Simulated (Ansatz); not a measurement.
## Resistivity from frozen vibrations: Zn(0001) with 2 thermally displaced layers, 2x2

Wanted: the phonon-limited resistivity of Zn at 180 K by the Landauer route.

Main program and level: Ansatz 0.2.0; Ansatz plane-wave DFT, PBE, PAW files; ballistic transport by layer matching (Landauer), zero bias; PAW set soft_1.

## (1) The structure

The cell holds 48 atoms: 48 Zn. Its edges and angles: a = 5.330 Å, b = 5.330 Å, c = 29.680 Å, α = 90.0°, β = 90.0°, γ = 120.0°. It derives from Zn. Regions: lead, 40 atoms (40 Zn); scattering region, 8 atoms (8 Zn). The structure is stacked along c, and the current runs across the ab planes.

## (2) With 2 displaced layers

Each atom of 2 layers is moved at random, by amounts drawn from a normal law 0.0639 Å wide in each direction from the Debye model (327 K) at 180 K. The layers about the cell's end stay perfect and serve as the lead. Disorder leaves little or no symmetry, which makes such runs dear. Energies from -0.05 to 0.05 eV in steps of 0.05 eV are too few for the program's thermal sum, so it prints no conductance; for a metal the transmission near the Fermi level serves, at a fraction of the cost.

Input file input.yaml:

```yaml
crystal:
  lattice:
    - [5.3296, 0.0, 0.0]
    - [-2.6648, 4.615568992, 0.0]
    - [0.0, 0.0, 29.6802]
  atoms:
    - { symbol: Zn, position: [0.1666666667, 0.3333333333, 0.0416666667] }
    - { symbol: Zn, position: [0.1666666667, 0.8333333333, 0.0416666667] }
    - { symbol: Zn, position: [0.6666666667, 0.3333333333, 0.0416666667] }
    - { symbol: Zn, position: [0.6666666667, 0.8333333333, 0.0416666667] }
    - { symbol: Zn, position: [0.3333333333, 0.1666666667, 0.125] }
    - { symbol: Zn, position: [0.3333333333, 0.6666666667, 0.125] }
    - { symbol: Zn, position: [0.8333333333, 0.1666666667, 0.125] }
    - { symbol: Zn, position: [0.8333333333, 0.6666666667, 0.125] }
    - { symbol: Zn, position: [0.1666666667, 0.3333333333, 0.2083333333] }
    - { symbol: Zn, position: [0.1666666667, 0.8333333333, 0.2083333333] }
    - { symbol: Zn, position: [0.6666666667, 0.3333333333, 0.2083333333] }
    - { symbol: Zn, position: [0.6666666667, 0.8333333333, 0.2083333333] }
    - { symbol: Zn, position: [0.3333333333, 0.1666666667, 0.2916666667] }
    - { symbol: Zn, position: [0.3333333333, 0.6666666667, 0.2916666667] }
    - { symbol: Zn, position: [0.8333333333, 0.1666666667, 0.2916666667] }
    - { symbol: Zn, position: [0.8333333333, 0.6666666667, 0.2916666667] }
    - { symbol: Zn, position: [0.1666666667, 0.3333333333, 0.375] }
    - { symbol: Zn, position: [0.1666666667, 0.8333333333, 0.375] }
    - { symbol: Zn, position: [0.6666666667, 0.3333333333, 0.375] }
    - { symbol: Zn, position: [0.6666666667, 0.8333333333, 0.375] }
    - { symbol: Zn, position: [0.3339260768, 0.1648385423, 0.4597115327] }
    - { symbol: Zn, position: [0.3308840895, 0.6592538417, 0.4591114914] }
    - { symbol: Zn, position: [0.8555140955, 0.1797727836, 0.4568188843] }
    - { symbol: Zn, position: [0.813855401, 0.6580415245, 0.4584222675] }
    - { symbol: Zn, position: [0.1372886197, 0.3303055994, 0.5389854472] }
    - { symbol: Zn, position: [0.1541250103, 0.8258016416, 0.5409859839] }
    - { symbol: Zn, position: [0.678813202, 0.3477600852, 0.5413900581] }
    - { symbol: Zn, position: [0.6784403331, 0.8241280811, 0.5424231217] }
    - { symbol: Zn, position: [0.3333333333, 0.1666666667, 0.625] }
    - { symbol: Zn, position: [0.3333333333, 0.6666666667, 0.625] }
    - { symbol: Zn, position: [0.8333333333, 0.1666666667, 0.625] }
    - { symbol: Zn, position: [0.8333333333, 0.6666666667, 0.625] }
    - { symbol: Zn, position: [0.1666666667, 0.3333333333, 0.7083333333] }
    - { symbol: Zn, position: [0.1666666667, 0.8333333333, 0.7083333333] }
    - { symbol: Zn, position: [0.6666666667, 0.3333333333, 0.7083333333] }
    - { symbol: Zn, position: [0.6666666667, 0.8333333333, 0.7083333333] }
    - { symbol: Zn, position: [0.3333333333, 0.1666666667, 0.7916666667] }
    - { symbol: Zn, position: [0.3333333333, 0.6666666667, 0.7916666667] }
    - { symbol: Zn, position: [0.8333333333, 0.1666666667, 0.7916666667] }
    - { symbol: Zn, position: [0.8333333333, 0.6666666667, 0.7916666667] }
    - { symbol: Zn, position: [0.1666666667, 0.3333333333, 0.875] }
    - { symbol: Zn, position: [0.1666666667, 0.8333333333, 0.875] }
    - { symbol: Zn, position: [0.6666666667, 0.3333333333, 0.875] }
    - { symbol: Zn, position: [0.6666666667, 0.8333333333, 0.875] }
    - { symbol: Zn, position: [0.3333333333, 0.1666666667, 0.9583333333] }
    - { symbol: Zn, position: [0.3333333333, 0.6666666667, 0.9583333333] }
    - { symbol: Zn, position: [0.8333333333, 0.1666666667, 0.9583333333] }
    - { symbol: Zn, position: [0.8333333333, 0.6666666667, 0.9583333333] }
kpoints:
  mp_grid: { grid: [5, 5, 1] }
hamiltonian:
  xc: pbe
  pseudopotentials: { kind: paw, azcp: { folder: soft_1 } }
scf:
  occupations: { method: fermi_dirac, width: 0.1 }
output:
  transmission:
    leads: [[0, 8]]
    kmesh: [10, 10]
    e_range: [-0.05, 0.05]
    de: 0.05
  write_potential: true
  write_density: true
  volumetric_format: npy
  elf: true
```

Command:

```
ansatz run input.yaml --threads 4 --pin off --max-ram 15360MiB --backend cpu --events-out ev --progress --plain --runs-dir out
```

Numbers of over 12 decimals in the logs are rounded to 6 here.

The program printed:

```text
Engine: ansatz 0.2.0, aarch64-unknown-linux-gnu
Pseudopotentials: kind: paw
Pseudopotential: Zn, paw, valence charge 12, recommended cutoff 420 eV (normal), soft_1/Zn.paw.azcp
Functional definition: PBE
  parameter kappa = 0.804
  parameter beta = 0.066725
  exchange = pbe_x(kappa = kappa, mu = beta*pi^2/3)
  correlation = pbe_c(beta = beta)
Crystal: 48 atoms, lattice volume = 730.107 Å³
Basis set: ecut = 420 eV, 14229 PW (Γ)
Bands: 346, of which v1, the nominal top of the filled ones, is band 288 counted from 1 (287 counted from 0)
Symmetry: 1 space group operations
Space group: P1 (ITA 1), of the structure as read, at distance tolerance 9.0e-5 Å
k-points: 13 of 25 (time reversal used)
Non-local potential: Zn, projectors of the file, l = 0: 2, l = 1: 2, l = 2: 3, l = 3: 1
PAW form: soft (Blöchl's): semilocal exchange-correlation on the pseudo side does not see the compensation charge
PAW one-centre angular grid: Zn, 590 points (default); XC on 64 Gauss nodes
Initial density: superposition of atomic densities (chi_scale 0.1, normalization cell)
Initial wavefunctions: pseudopotential atomic-orbital guess
Functional: x = pbe(κ = 0.804, μ = 0.219515), c = pbe(β = 0.066725)
SCF iter   1: F=—  HF=-159318.874204 eV  |F-HF|=—  |Δ(HF+E_count)|=         —  Δρ=5.56e-2  dr2=1.82e1  ethr=3.10e-3  ⟨swp⟩=6.2  Hψ=19289  notcnv=0  defer=130
preconditioner: auto → Kerker (q_TF=auto, 2.623 Å⁻¹)  [metal: Δε(μ)=0.005 eV  Ē_g=9.899 eV  σ=0.100 eV  W_gap=0.01  n_scr=216 (ndim 8)  ℏωp=33.0 eV  f_vac=0.000  D(μ)=10.95/eV (n_scr^D=68)]
SCF iter   2: F=—  HF=-159314.635467 eV  |F-HF|=—  |Δ(HF+E_count)|=    4.24e0  Δρ=2.25e-2  dr2=1.90e0  ethr=3.10e-3  ⟨swp⟩=2.0  Hψ=9236  notcnv=0  defer=354
SCF iter   3: F=—  HF=-159313.979354 eV  |F-HF|=—  |Δ(HF+E_count)|=   6.56e-1  Δρ=1.40e-2  dr2=1.40e0  ethr=3.29e-4  ⟨swp⟩=2.0  Hψ=9216  notcnv=0  defer=354
SCF iter   4: F=—  HF=-159313.807895 eV  |F-HF|=—  |Δ(HF+E_count)|=   1.71e-1  Δρ=6.15e-3  dr2=8.75e-2  ethr=2.43e-4  ⟨swp⟩=2.0  Hψ=8187  notcnv=0  defer=354
SCF iter   5: F=—  HF=-159313.847281 eV  |F-HF|=—  |Δ(HF+E_count)|=   3.94e-2  Δρ=6.35e-4  dr2=1.44e-3  ethr=1.52e-5  ⟨swp⟩=2.0  Hψ=8649  notcnv=0  defer=354
SCF iter   6: F=—  HF=-159313.848053 eV  |F-HF|=—  |Δ(HF+E_count)|=   7.72e-4  Δρ=4.45e-4  dr2=7.90e-4  ethr=2.51e-7  ⟨swp⟩=2.0  Hψ=7912  notcnv=0  defer=354
SCF iter   7: F=—  HF=-159313.847749 eV  |F-HF|=—  |Δ(HF+E_count)|=   3.04e-4  Δρ=1.26e-4  dr2=7.07e-5  ethr=1.37e-7  ⟨swp⟩=2.0  Hψ=7837  notcnv=0  defer=354
SCF iter   8: F=—  HF=-159313.847921 eV  |F-HF|=—  |Δ(HF+E_count)|=   1.72e-4  Δρ=2.64e-5  dr2=5.37e-6  ethr=1.23e-8  ⟨swp⟩=2.0  Hψ=7343  notcnv=0  defer=354
SCF iter   9: F=—  HF=-159313.847923 eV  |F-HF|=—  |Δ(HF+E_count)|=   2.55e-6  Δρ=1.05e-5  dr2=1.31e-6  ethr=9.32e-10  ⟨swp⟩=2.0  Hψ=7918  notcnv=0  defer=354
SCF iter  10: F=—  HF=-159313.847923 eV  |F-HF|=—  |Δ(HF+E_count)|=   4.82e-8  Δρ=6.59e-6  dr2=5.27e-7  ethr=2.27e-10  ⟨swp⟩=2.0  Hψ=7565  notcnv=0  defer=354
SCF iter  11: F=—  HF=-159313.847923 eV  |F-HF|=—  |Δ(HF+E_count)|=   7.77e-8  Δρ=1.33e-6  dr2=1.99e-7  ethr=9.15e-11  ⟨swp⟩=2.0  Hψ=7249  notcnv=0  defer=354
SCF iter  12: F=-159313.847923 eV  HF=-159313.847923 eV  |F-HF|=2.64e-8  |Δ(HF+E_count)|=   4.71e-9  Δρ=6.04e-7  dr2=2.65e-8  ethr=1.74e-11  ⟨swp⟩=10.9  Hψ=17919  notcnv=0
SCF 1 converged in 12 iterations: F = -159313.847923 eV  dr2 = 2.65e-8
  greatest PAW one-centre occupation: 0.982 electrons in one spin orbital (limit 2), on the Zn atom at site 27 (counted from 0), in its partial waves of l = 2
transmission: 237 of 2340 steps passed
transmission: 471 of 2340 steps passed
[...]
transmission: 2340 of 2340 steps passed
SCF converged after 12 iterations
Free energy (F): -159313.847923 eV
Harris-Foulkes:  -159313.847923 eV  (|F-HF|=2.64e-8)
Internal energy: -159313.500101 eV  (E = F + TS)
E sigma→0 (E₀):  -159313.674012 eV
Entropy (-TS):   -0.347822 eV (-7.246 meV/atom)
Fermi energy:    10.944403 eV
--- Per-component energies (eV) ---
  E_band       = 2307.120295
  E_kinetic    = 7065.206577
  E_local      = -84480.061650  (includes V_loc(G=0)·N_el)
  E_nonlocal   = 39215.272163
  E_hartree    = 31491.046870
  E_xc         = -3773.636747
  E_vxc        = -2461.804456  (∫ρ·V_xc dr)
  E_paw        = -90999.979399  (= ΣΔE_a)
  E_vpaw       = -20013.568795  (= ΣTr[D̂ρ^β])
  E_aug_tail   = -0.012933  (compensation charges beyond the density's cutoff)
  E_ewald      = -57831.334983
  E_smearing   = -0.347822  (= −TS)
  E_closure    = 0.000000  (closes the sum)
  Σ components = -159313.847923   (vs F -159313.847923, Δ=0.00e0)
--- Band table (eV; the first three rows and the last of 13) ---
  k-point 0: bands = [... 284 lower, 9.1242, 9.1244, 9.1369, 9.1498, 9.2111, 9.9924, 10.0056, 11.0916, ... 54 higher]
  k-point 1: bands = [... 284 lower, 10.2329, 10.2393, 10.2475, 10.2558, 10.2807, 10.3333, 11.0321, 11.5317, ... 54 higher]
  k-point 2: bands = [... 284 lower, 10.9504, 10.9625, 10.9861, 10.9949, 11.1332, 11.1402, 12.0823, 12.1082, ... 54 higher]
  k-point 12: bands = [... 284 lower, 10.0919, 10.3604, 10.3623, 10.6822, 10.7169, 10.8431, 10.8553, 11.7321, ... 54 higher]
--- Transmission ---
  basis      : 211 plane waves across, 45 finite elements along
  points     : 52, standing for a mesh of 10 x 10
  energies   : 3 from -0.050000 to 0.050000 eV about the Fermi level, 0.050000 eV apart; the leads are filled to 0.000000 eV, and channels, transmission and decay are at 0.000000 eV
  crystal 0  : Zn8, at the sites [0, 8], period 4.9467 Å, over 24.73 Å; its Hamiltonian steps by up to 3.2 meV
    offset         : up to 0.0000 Å between an atom of the period and one for which it stands
    channels       : 2.770000e0 a spin
    conductance    : none, the energies end too early or step too widely for 300 K: set another output.transmission.e_range or a lower de, or, where they end at an eighth of basis.ecutwfc, a higher one
  junction   : crystal 0 to crystal 0, 0.70 to 25.43 Å
    transmission   : 2.748153e0 a spin
    conductance    : none, the energies end too early or step too widely for 300 K: set another output.transmission.e_range or a lower de, or, where they end at an eighth of basis.ecutwfc, a higher one
```

Run time: 13 min. Hardware: 4 threads of Arm Neoverse V1, shared host; peak memory 5.6 GiB.

Numbers from this step:

| Quantity | Value |
| --- | --- |
| free energy | -159313.8479 eV |
| energy at zero smearing | -159313.6740 eV |
| Fermi energy | 10.94 eV |
| cell area | 24.60 Å² |
| transmission per spin nearest the Fermi level | 2.748 |
| open channels per spin nearest the Fermi level | 2.77 |
| step of the lead's potential | 3.2 meV |

Per spin. The transmission, zone mean by energy, zero at the Fermi level:

```csv
energy (eV),"transmission, zone mean"
-0.0500,2.87
0.0000,2.75
0.0500,2.95
```

Per spin. Open channels, zone mean, lead against energy, zero at the Fermi level:

```csv
energy (eV),"open channels, zone mean, lead"
-0.0500,2.89
0.0000,2.77
0.0500,3.01
```

Transmission over k1 and k2. At 0.0000 eV from the Fermi level.

Ten even steps from '0' (1.00) to '9' (4.92):
```
7740477595
5452254599
5022022055
7420000247
7752000257
7742000024
5550220220
5995452254
7595774047
7744777447
```
Columns: k1 (b1) from -0.5 to 0.4; rows upwards: k2 (b2) from -0.5 to 0.4.

Open channels over k1 and k2. At 0.0000 eV from the Fermi level.

Ten even steps from '_' (1.00) to '@' (5.00):
```
####++__++####++@@++
++++++::::++++++@@@@
++__::::__::::__++++
##++::________::++##
####++::______::++##
####++::________::++
++++++__::::__::::__
++@@@@++++++::::++++
##++@@++####++__++##
####++++######++++##
```
Columns: k1 (b1) from -0.5 to 0.4; rows upwards: k2 (b2) from -0.5 to 0.4.

Electrostatic potential energy in the ca plane at fractional y = 0.165, with atoms of Zn within 0.2 Å of it. With pseudopotentials it is smooth inside the atoms' cores, unlike the true potential.

Ten even steps from '0' (-54 eV) to '9' (12 eV), each cell a mean:
```
99984358999999999522589998899985347999999999
99951015999999997200279999999972004899999999
99951015999999998300389999999962004899999999
99974247999999999644699999999985236999999999
99998789999778999988999998899998789999878999
99999999998667999999999987789999999999767899
99998889999778999988999998899999889999877999
99985358999999999743589999999985347999999999
99951015999999998400269999999972004899999999
99951015999999998400169999999962004899999999
99974247999999999632589999999985236999999999
99998789999778999987899988899998789999878999
99999999998667999999999976689999999999767899
99999899999778999977999976689999889999877999
```
Columns run along c (16.0 Å, from fractional 0.23 to 0.77 of the cell; values clipped at the 3rd and 97th percentile), rows up along a (5.3 Å). Atoms in or near the plane, at fractional coordinates: Zn at (0.29, 0.33), Zn at (0.29, 0.83), Zn at (0.46, 0.33), Zn at (0.46, 0.86), Zn at (0.62, 0.33), Zn at (0.62, 0.83).

Valence density in the ca plane at fractional y = 0.165, with atoms of Zn within 0.2 Å of it. It is the smooth field of the valence electrons, not physical close to the nuclei.

Values in units of 1e0 e/Å³, 8 rows by 16 columns, each cell a mean:
```
0.2 3.4 3.3 0.2 0.3 0.2 5.8 3.2 0.2 0.3 0.2 4.1 2.5 0.2 0.3 0.2
0.2 7.3 6.9 0.2 0.2 0.2 7.3 4.0 0.2 0.2 0.2 9.0 5.3 0.2 0.2 0.2
0.2 0.5 0.5 0.2 0.5 0.2 0.4 0.3 0.2 0.4 0.2 0.5 0.4 0.2 0.4 0.2
0.2 0.3 0.2 0.2 0.6 0.2 0.2 0.2 0.2 0.4 0.2 0.3 0.2 0.2 0.6 0.2
0.2 3.4 3.2 0.2 0.3 0.2 3.4 3.4 0.2 0.2 0.2 4.0 2.5 0.2 0.3 0.2
0.2 7.4 7.0 0.2 0.2 0.2 7.1 7.1 0.2 0.2 0.2 9.1 5.3 0.2 0.2 0.2
0.2 0.5 0.5 0.2 0.5 0.2 0.5 0.5 0.2 0.4 0.1 0.5 0.4 0.2 0.4 0.2
0.2 0.2 0.2 0.2 0.6 0.2 0.3 0.3 0.3 0.6 0.2 0.3 0.2 0.2 0.6 0.2
```
Columns run along c (16.0 Å, from fractional 0.23 to 0.77 of the cell), rows up along a (5.3 Å). Atoms in or near the plane, at fractional coordinates: Zn at (0.29, 0.33), Zn at (0.29, 0.83), Zn at (0.46, 0.33), Zn at (0.46, 0.86), Zn at (0.62, 0.33), Zn at (0.62, 0.83).

ELF in the ca plane at fractional y = 0.165, with atoms of Zn within 0.2 Å of it. It is the smooth field of the valence electrons, not physical close to the nuclei.

Values, 8 rows by 16 columns, each cell a mean:
```
0.26 0.11 0.11 0.27 0.30 0.27 0.08 0.11 0.27 0.28 0.25 0.10 0.12 0.27 0.30 0.25
0.28 0.08 0.08 0.28 0.38 0.28 0.07 0.10 0.29 0.38 0.26 0.06 0.09 0.30 0.38 0.26
0.23 0.20 0.20 0.23 0.20 0.23 0.21 0.21 0.22 0.20 0.23 0.19 0.20 0.23 0.20 0.23
0.21 0.26 0.26 0.21 0.17 0.21 0.25 0.25 0.21 0.18 0.22 0.26 0.26 0.21 0.17 0.22
0.26 0.11 0.11 0.27 0.30 0.26 0.11 0.11 0.27 0.31 0.25 0.10 0.12 0.27 0.30 0.25
0.28 0.08 0.08 0.28 0.38 0.27 0.08 0.08 0.29 0.39 0.25 0.06 0.09 0.30 0.38 0.26
0.23 0.20 0.20 0.23 0.20 0.23 0.21 0.20 0.23 0.21 0.22 0.19 0.21 0.23 0.20 0.23
0.21 0.26 0.26 0.21 0.17 0.22 0.25 0.26 0.21 0.17 0.22 0.26 0.26 0.21 0.17 0.22
```
Columns run along c (16.0 Å, from fractional 0.23 to 0.77 of the cell), rows up along a (5.3 Å). Atoms in or near the plane, at fractional coordinates: Zn at (0.29, 0.33), Zn at (0.29, 0.83), Zn at (0.46, 0.33), Zn at (0.46, 0.86), Zn at (0.62, 0.33), Zn at (0.62, 0.83).

Over the solved energies the transmission per spin lies between 2.75 and 2.95, out of 2.89 channels of the lead on average (up to 3.01).

[end of part 1 of 2]

[Logs are printed without paths, hosts, clocks, repeated set-up lines and the standing remarks that a program may print on its own settings, such as how far it seeks lower states.]

[Hosts, paths, dates, database ids (printed as entryN), source tags and the programs' standing remarks are cut or masked in the printed files.]
